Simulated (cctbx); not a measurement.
# A crystallographic session in cctbx: Ga2Fe3Sb4

Library: cctbx 2025.11. The data are simulated by the first script.

## 1. Simulate the data

run.py:

```python
from cctbx import adptbx, crystal, miller, sgtbx, xray
from cctbx.array_family import flex
from iotbx.shelx import hklf
from scitbx import matrix
import scitbx.random

cs = crystal.symmetry(unit_cell=(4.272, 10.368, 7.325, 90, 90, 90), space_group_symbol='Hall: I 2 -2')  # Imm2
atoms = [  # label, site, U (iso, or U11 U22 U33 U12 U13 U23 in A^2), occupancy
    ("Sb1", (0.5, 0.5, 0.8146), 0.0054, 1),
    ("Sb2", (0, 0.5, 0.3631), 0.0062, 1),
    ("Sb3", (0.5, 0.2498, 0.1594), 0.0054, 1),
    ("Ga1", (0, 0.3758, 0.0014), 0.0064, 1),
    ("Fe1", (0.5, 0.5, 0.1611), 0.0078, 1),
    ("Fe2", (0, 0.8667, 0.9947), 0.0072, 1),
]
xs = xray.structure(crystal_symmetry=cs)
for label, site, u, occ in atoms:
    u = adptbx.u_cif_as_u_star(cs.unit_cell(), u) if isinstance(u, tuple) else u
    xs.add_scatterer(xray.scatterer(label, site=site, u=u, occupancy=occ))
xs.set_inelastic_form_factors(0.71073, "sasaki")
xs.show_summary()
p1 = xs.expand_to_p1()
ms = miller.build_set(p1, anomalous_flag=True, d_min=0.77)
flex.set_random_seed(153880)
scitbx.random.set_random_seed(153880)
ms = ms.select(flex.random_double(ms.size()) < 0.9)
i = ms.structure_factors_from_scatterers(p1, algorithm="direct").f_calc().as_intensity_array().data()
i = i * 70000 / flex.max(i)
sig = flex.sqrt(i + flex.pow2(0.015 * i) + 4 ** 2)
noise = scitbx.random.variate(scitbx.random.normal_distribution())(i.size())
data = ms.array(data=i + sig * noise, sigmas=sig).set_observation_type_xray_intensity()
with open("data.hkl", "w") as f:
    data.export_as_shelx_hklf(f)
print("reflections written:", data.size(), " <I/sigma> = %.1f" % flex.mean(data.data() / data.sigmas()))
for h, a, b in list(data.sort("data"))[:12]:
    print("%4d%4d%4d %9.1f %7.1f" % (h + (a, b)))
```

```console
$ python run.py
```

```text
Number of scatterers: 6
At special positions: 6
Unit cell: (4.272, 10.368, 7.325, 90, 90, 90)
Space group: I m m 2 (No. 44)
reflections written: 2693  <I/sigma> = 15.6
  -2   0   0   71042.6  1082.8
   2   0   0   67435.4  1082.8
   1   0   3   66543.2  1003.4
  -1   0   3   66316.9  1003.4
  -1   0  -3   64900.3  1004.4
   1   0  -3   64393.0  1004.4
   0  -8   0   39345.3   617.1
   0   8   0   38659.8   617.1
   3   0  -3   35195.9   546.0
  -3   0   3   34465.0   545.5
  -3   0  -3   34256.0   546.0
   1  -4   1   33373.4   525.1
```

It took 0.39 s on 1 thread of Arm Neoverse N1, with other jobs on the host, peak memory 0.07 GiB.

## 2. Refinement (refined in the given hand)

run.py:

```python
import math
from cctbx import adptbx, crystal, maptbx, sgtbx, xray
from cctbx.array_family import flex
from cctbx.xray import observations
from iotbx.shelx import hklf
from scitbx.lstbx import normal_eqns_solving
from smtbx import absolute_structure, utils
from smtbx.refinement import constraints, least_squares

cs = crystal.symmetry(unit_cell=(4.272, 10.368, 7.325, 90, 90, 90), space_group_symbol='Hall: I 2 -2')  # Imm2
atoms = [  # label, site, U (iso, or U11 U22 U33 U12 U13 U23 in A^2), occupancy
    ("Sb1", (0.5, 0.5, 0.8175), 0.0200, 1),
    ("Sb2", (0, 0.5, 0.3607), 0.0200, 1),
    ("Sb3", (0.5, 0.248, 0.1634), 0.0200, 1),
    ("Ga1", (0, 0.3728, 0.0032), 0.0200, 1),
    ("Fe1", (0.5, 0.5, 0.1584), 0.0200, 1),
    ("Fe2", (0, 0.8655, 0.9907), 0.0200, 1),
]
xs = xray.structure(crystal_symmetry=cs)
for label, site, u, occ in atoms:
    u = adptbx.u_cif_as_u_star(cs.unit_cell(), u) if isinstance(u, tuple) else u
    xs.add_scatterer(xray.scatterer(label, site=site, u=u, occupancy=occ))
xs.set_inelastic_form_factors(0.71073, "sasaki")
xs.convert_to_anisotropic()
raw = hklf.reader(file_name="data.hkl").as_miller_arrays(crystal_symmetry=cs, anomalous=True)[0]
merged = raw.eliminate_sys_absent().merge_equivalents()
fo2 = merged.array().set_observation_type_xray_intensity()
print("Rint %.3f, %d unique reflections to %.2f A" % (merged.r_int(), fo2.size(), fo2.d_min()))
for sc in xs.scatterers():
    sc.flags.set_grad_site(True)
    sc.flags.set_grad_u_aniso(sc.flags.use_u_aniso())
    sc.flags.set_grad_u_iso(sc.flags.use_u_iso())
obs = fo2.as_xray_observations()
extra = {}
rep = constraints.reparametrisation(xs, [], utils.connectivity_table(xs), **extra)
ls = least_squares.crystallographic_ls(obs, rep, weighting_scheme=least_squares.mainstream_shelx_weighting(a=0, b=0))
print("cycle     R1     wR2    GooF  max shift (A)")
for cycle in range(8):
    ls.build_up()
    r1, wr2, goof = ls.r1_factor(cutoff_factor=2)[0], ls.wR2(), ls.goof()
    old = xs.sites_cart()
    normal_eqns_solving.levenberg_marquardt_iterations(ls, n_max_iterations=3, tau=1e-06, step_threshold=1e-7)
    big = flex.max((xs.sites_cart() - old).norms())
    print("%4d %7.4f %7.4f %7.3f %9.5f" % (cycle + 1, r1, wr2, goof, big))
    ls.build_up(objective_only=True)
    if abs(ls.wR2() - wr2) < 5e-5 and big < 5e-4:
        break
ls.build_up()
print("final R1 %.4f wR2 %.4f GooF %.3f  parameters %d  data/parameter %.1f" % (ls.r1_factor(cutoff_factor=2)[0], ls.wR2(), ls.goof(), ls.n_parameters, fo2.size() / ls.n_parameters))
cov = ls.covariance_matrix_and_annotations()
su = dict(zip(cov.annotations, (math.sqrt(max(v, 0)) for v in cov.matrix.matrix_packed_u_diagonal())))
a2 = cs.unit_cell().reciprocal_parameters()[0] ** -2
print("atom        x        y        z      Ueq    occ   su(xyz)  su(Uiso or U11)")
for sc in xs.scatterers():
    s = max(su.get(sc.label + k, 0) for k in (".x", ".y", ".z"))
    npd = "" if sc.is_positive_definite_u(cs.unit_cell()) else "  NPD"
    print("%-5s %8.5f %8.5f %8.5f %8.4f %6.3f %8.5f %7.4f%s" % ((sc.label,) + sc.site + (sc.u_iso_or_equiv(cs.unit_cell()), sc.occupancy, s, su.get(sc.label + ".uiso", su.get(sc.label + ".u11", 0) * a2), npd)))
fc = fo2.structure_factors_from_scatterers(xs, algorithm="direct").f_calc()
absolute_structure.flack_analysis(xs, fo2.as_xray_observations()).show()
h = absolute_structure.hooft_analysis(fo2, fc, scale_factor=ls.scale_factor())
print("Hooft y: %.3f(%.0f)  Bijvoet pairs: %d" % (h.hooft_y, 1000 * h.sigma_y, h.n_bijvoet_pairs))
fo = fo2.f_sq_as_f()
fc = fo.structure_factors_from_scatterers(xs, algorithm="direct").f_calc()
diff = fo.f_obs_minus_f_calc(1 / math.sqrt(ls.scale_factor()), fc).average_bijvoet_mates()
m = diff.fft_map(symmetry_flags=maptbx.use_space_group_symmetry, resolution_factor=0.25).apply_volume_scaling()
print("difference map: max %.2f min %.2f rms %.2f" % (m.statistics().max(), m.statistics().min(), m.statistics().sigma()))
peaks = m.peak_search(parameters=maptbx.peak_search_parameters(min_distance_sym_equiv=0.6, max_clusters=6)).all()
near = xs.closest_distances(peaks.sites(), distance_cutoff=4)
sps = cs.special_position_settings(min_distance_sym_equiv=0.5)
for k, (x, h) in enumerate(zip(peaks.sites(), peaks.heights())):
    ss = sps.site_symmetry(x)
    print("Q%-3d %7.4f %7.4f %7.4f %4d %7.2f  %.2f A from %s" % ((k + 1,) + tuple(t % 1 for t in ss.exact_site()) + (ss.multiplicity(), h, near.smallest_distances[k], xs.scatterers()[near.i_seqs[k]].label)))
```

```console
$ python run.py
```

```text
Rint 0.014, 445 unique reflections to 0.77 A
cycle     R1     wR2    GooF  max shift (A)
   1  0.1366  0.2968  17.525   0.03792
   2  0.0063  0.0155   0.916   0.00001
final R1 0.0063 wR2 0.0155 GooF 0.916  parameters 30  data/parameter 14.8
atom        x        y        z      Ueq    occ   su(xyz)  su(Uiso or U11)
Sb1    0.50000  0.50000  0.81553   0.0053  1.000  0.00004  0.0001
Sb2    0.00000  0.50000  0.36395   0.0060  1.000  0.00004  0.0001
Sb3    0.50000  0.24980  0.16032   0.0054  1.000  0.00004  0.0001
Ga1    0.00000  0.37580  0.00219   0.0062  1.000  0.00005  0.0001
Fe1    0.50000  0.50000  0.16188   0.0078  1.000  0.00011  0.0002
Fe2    0.00000  0.86672  0.99558   0.0071  1.000  0.00007  0.0002
Flack x: -0.007(13)
Hooft y: -0.012(16)  Bijvoet pairs: 205
difference map: max 0.21 min -0.24 rms 0.06
Q1    0.1335  0.3826  0.7979    8    0.22  1.60 A from Ga1
Q2    0.2742  0.0505  0.1105    8    0.21  1.68 A from Fe2
Q3    0.1979  0.0000  0.3359    4    0.21  0.86 A from Sb1
Q4    0.1870  0.2546  0.6609    8    0.20  0.80 A from Sb3
Q5    0.0000  0.5000  0.9305    2    0.19  1.39 A from Ga1
Q6    0.1571  0.5000  0.3190    4    0.18  0.75 A from Sb2
```

Time: 0.56 s.

## 3. Refinement

run.py, as its changes from the last script of this kind:

```diff
@@ -12,6 +12,6 @@
-    ("Sb1", (0.5, 0.5, 0.8175), 0.0200, 1),
-    ("Sb2", (0, 0.5, 0.3607), 0.0200, 1),
-    ("Sb3", (0.5, 0.248, 0.1634), 0.0200, 1),
-    ("Ga1", (0, 0.3728, 0.0032), 0.0200, 1),
-    ("Fe1", (0.5, 0.5, 0.1584), 0.0200, 1),
-    ("Fe2", (0, 0.8655, 0.9907), 0.0200, 1),
+    ("Sb1", (0.5, 0.5, 0.18447), 0.0053, 1),
+    ("Sb2", (0, 0.5, 0.63605), 0.0060, 1),
+    ("Sb3", (0.5, 0.7502, 0.83968), 0.0054, 1),
+    ("Ga1", (0, 0.6242, 0.99781), 0.0062, 1),
+    ("Fe1", (0.5, 0.5, 0.83812), 0.0078, 1),
+    ("Fe2", (0, 0.13328, 0.00442), 0.0071, 1),
```

```console
$ python run.py
```

```text
Rint 0.014, 445 unique reflections to 0.77 A
cycle     R1     wR2    GooF  max shift (A)
   1  0.0189  0.0551   3.251   0.00098
   2  0.0189  0.0546   3.224   0.00000
final R1 0.0189 wR2 0.0546 GooF 3.224  parameters 30  data/parameter 14.8
atom        x        y        z      Ueq    occ   su(xyz)  su(Uiso or U11)
Sb1    0.50000  0.50000  0.18437   0.0052  1.000  0.00014  0.0004
Sb2    0.00000  0.50000  0.63610   0.0060  1.000  0.00013  0.0005
Sb3    0.50000  0.75017  0.83972   0.0056  1.000  0.00013  0.0003
Ga1    0.00000  0.62417  0.99785   0.0063  1.000  0.00017  0.0005
Fe1    0.50000  0.50000  0.83805   0.0081  1.000  0.00039  0.0009
Fe2    0.00000  0.13322  0.00453   0.0072  1.000  0.00025  0.0007
Flack x: 0.992(15)
Hooft y: 1.020(17)  Bijvoet pairs: 205
difference map: max 0.39 min -0.39 rms 0.08
Q1    0.0000  0.3701  0.9851    4    0.41  0.11 A from Ga1
Q2    0.0000  0.0000  0.3505    2    0.31  0.09 A from Fe1
Q3    0.0000  0.2575  0.3539    4    0.28  0.13 A from Sb3
Q4    0.1618  0.5000  0.6727    4    0.26  0.74 A from Sb2
Q5    0.0000  0.2465  0.6272    4    0.25  2.11 A from Sb3
Q6    0.1353  0.3772  0.1986    8    0.25  1.58 A from Ga1
```

Time: 0.56 s.

This run holds a fault made on purpose: the structure inverted.

## 4. Simulate the data

run.py, as its changes from the last script of this kind:

```diff
@@ -20 +20 @@
-xs.set_inelastic_form_factors(0.71073, "sasaki")
+xs.set_inelastic_form_factors(1.54184, "sasaki")
@@ -23,3 +23,3 @@
-ms = miller.build_set(p1, anomalous_flag=True, d_min=0.77)
-flex.set_random_seed(153880)
-scitbx.random.set_random_seed(153880)
+ms = miller.build_set(p1, anomalous_flag=True, d_min=0.83)
+flex.set_random_seed(60658)
+scitbx.random.set_random_seed(60658)
@@ -28,2 +28,2 @@
-i = i * 70000 / flex.max(i)
-sig = flex.sqrt(i + flex.pow2(0.015 * i) + 4 ** 2)
+i = i * 20000 / flex.max(i)
+sig = flex.sqrt(i + flex.pow2(0.06 * i) + 2 ** 2)
```

```console
$ python run.py
```

```text
Number of scatterers: 6
At special positions: 6
Unit cell: (4.272, 10.368, 7.325, 90, 90, 90)
Space group: I m m 2 (No. 44)
reflections written: 2153  <I/sigma> = 5.8
  -2   0   0   21457.0  1208.3
  -1   0   3   19621.0  1118.9
  -1   0  -3   19487.7  1111.6
   2   0   0   19460.7  1208.3
   1   0  -3   18945.3  1111.6
   1   0   3   18763.3  1118.9
   0   8   0   11725.6   677.2
   0  -8   0   10727.6   677.2
   3   0   3   10633.7   595.5
  -3   0   3   10371.9   595.5
  -1  -4  -1    9604.9   561.2
   1   4  -1    9569.4   561.2
```

Time: 0.38 s.

## 5. Refinement (refined in the given hand)

run.py, as its changes from the last script of this kind:

```diff
@@ -12,6 +12,6 @@
-    ("Sb1", (0.5, 0.5, 0.18447), 0.0053, 1),
-    ("Sb2", (0, 0.5, 0.63605), 0.0060, 1),
-    ("Sb3", (0.5, 0.7502, 0.83968), 0.0054, 1),
-    ("Ga1", (0, 0.6242, 0.99781), 0.0062, 1),
-    ("Fe1", (0.5, 0.5, 0.83812), 0.0078, 1),
-    ("Fe2", (0, 0.13328, 0.00442), 0.0071, 1),
+    ("Sb1", (0.5, 0.5, 0.815), 0.0200, 1),
+    ("Sb2", (0, 0.5, 0.3621), 0.0200, 1),
+    ("Sb3", (0.5, 0.2504, 0.1618), 0.0200, 1),
+    ("Ga1", (0, 0.3777, -0.0009), 0.0200, 1),
+    ("Fe1", (0.5, 0.5, 0.1558), 0.0200, 1),
+    ("Fe2", (0, 0.8704, 0.9979), 0.0200, 1),
@@ -23 +23 @@
-xs.set_inelastic_form_factors(0.71073, "sasaki")
+xs.set_inelastic_form_factors(1.54184, "sasaki")
```

```console
$ python run.py
```

```text
Rint 0.042, 358 unique reflections to 0.83 A
cycle     R1     wR2    GooF  max shift (A)
   1  0.1060  0.2547   5.295   0.04585
   2  0.0182  0.0456   0.948   0.00082
   3  0.0182  0.0455   0.947   0.00000
final R1 0.0182 wR2 0.0455 GooF 0.947  parameters 30  data/parameter 11.9
atom        x        y        z      Ueq    occ   su(xyz)  su(Uiso or U11)
Sb1    0.50000  0.50000  0.81469   0.0056  1.000  0.00011  0.0004
Sb2    0.00000  0.50000  0.36315   0.0063  1.000  0.00011  0.0004
Sb3    0.50000  0.24978  0.15957   0.0056  1.000  0.00010  0.0003
Ga1    0.00000  0.37566  0.00159   0.0065  1.000  0.00016  0.0005
Fe1    0.50000  0.50000  0.16098   0.0077  1.000  0.00035  0.0008
Fe2    0.00000  0.86643  0.99492   0.0075  1.000  0.00022  0.0007
Flack x: -0.003(7)
Hooft y: 0.002(10)  Bijvoet pairs: 164
difference map: max 0.74 min -0.65 rms 0.19
Q1    0.1880  0.5000  0.3127    4    0.77  0.88 A from Sb2
Q2    0.1908  0.0000  0.3329    4    0.61  0.83 A from Sb1
Q3    0.1840  0.1218  0.9868    8    0.58  0.80 A from Fe2
Q4    0.0000  0.1767  0.2701    4    0.56  1.86 A from Sb1
Q5    0.1801  0.2550  0.6841    8    0.56  0.79 A from Sb3
Q6    0.0000  0.4356  0.7082    4    0.51  1.96 A from Sb3
```

Time: 0.6 s.

## 6. Simulate the data

run.py, as its changes from the last script of this kind:

```diff
@@ -20 +20 @@
-xs.set_inelastic_form_factors(1.54184, "sasaki")
+xs.set_inelastic_form_factors(0.71073, "sasaki")
@@ -23,3 +23,3 @@
-ms = miller.build_set(p1, anomalous_flag=True, d_min=0.83)
-flex.set_random_seed(60658)
-scitbx.random.set_random_seed(60658)
+ms = miller.build_set(p1, anomalous_flag=True, d_min=0.65)
+flex.set_random_seed(346964)
+scitbx.random.set_random_seed(346964)
@@ -27,0 +28,4 @@
+law = matrix.sqr((-1, 0, 0, 0, -1, 0, 0, 0, -1))
+mate = flex.miller_index([tuple(matrix.row(h) * law) for h in ms.indices()])
+i2 = ms.customized_copy(indices=mate).structure_factors_from_scatterers(p1, algorithm="direct").f_calc().as_intensity_array().data()
+i = (1 - 0.3) * i + 0.3 * i2
@@ -29 +33 @@
-sig = flex.sqrt(i + flex.pow2(0.06 * i) + 2 ** 2)
+sig = flex.sqrt(i + flex.pow2(0.015 * i) + 2 ** 2)
```

```console
$ python run.py
```

```text
Number of scatterers: 6
At special positions: 6
Unit cell: (4.272, 10.368, 7.325, 90, 90, 90)
Space group: I m m 2 (No. 44)
reflections written: 4474  <I/sigma> = 9.4
  -2   0   0   19693.2   331.7
   2   0   0   19643.7   331.7
  -1   0   3   18875.6   308.9
   1   0   3   18633.9   308.9
   1   0  -3   18486.1   309.1
  -1   0  -3   18473.6   309.1
   0   8   0   11314.5   197.6
   0  -8   0   11236.9   197.6
  -3   0   3   10008.7   176.9
   3   0   3    9857.8   176.9
  -3   0  -3    9788.1   177.0
   3   0  -3    9755.6   177.0
```

Run time: 0.42 s on 1 thread of Arm Neoverse N1, with other jobs on the host, peak memory 0.07 GiB.

[Logs are printed without paths, hosts, clocks, repeated set-up lines and the standing remarks that a program may print on its own settings, such as how far it seeks lower states.]
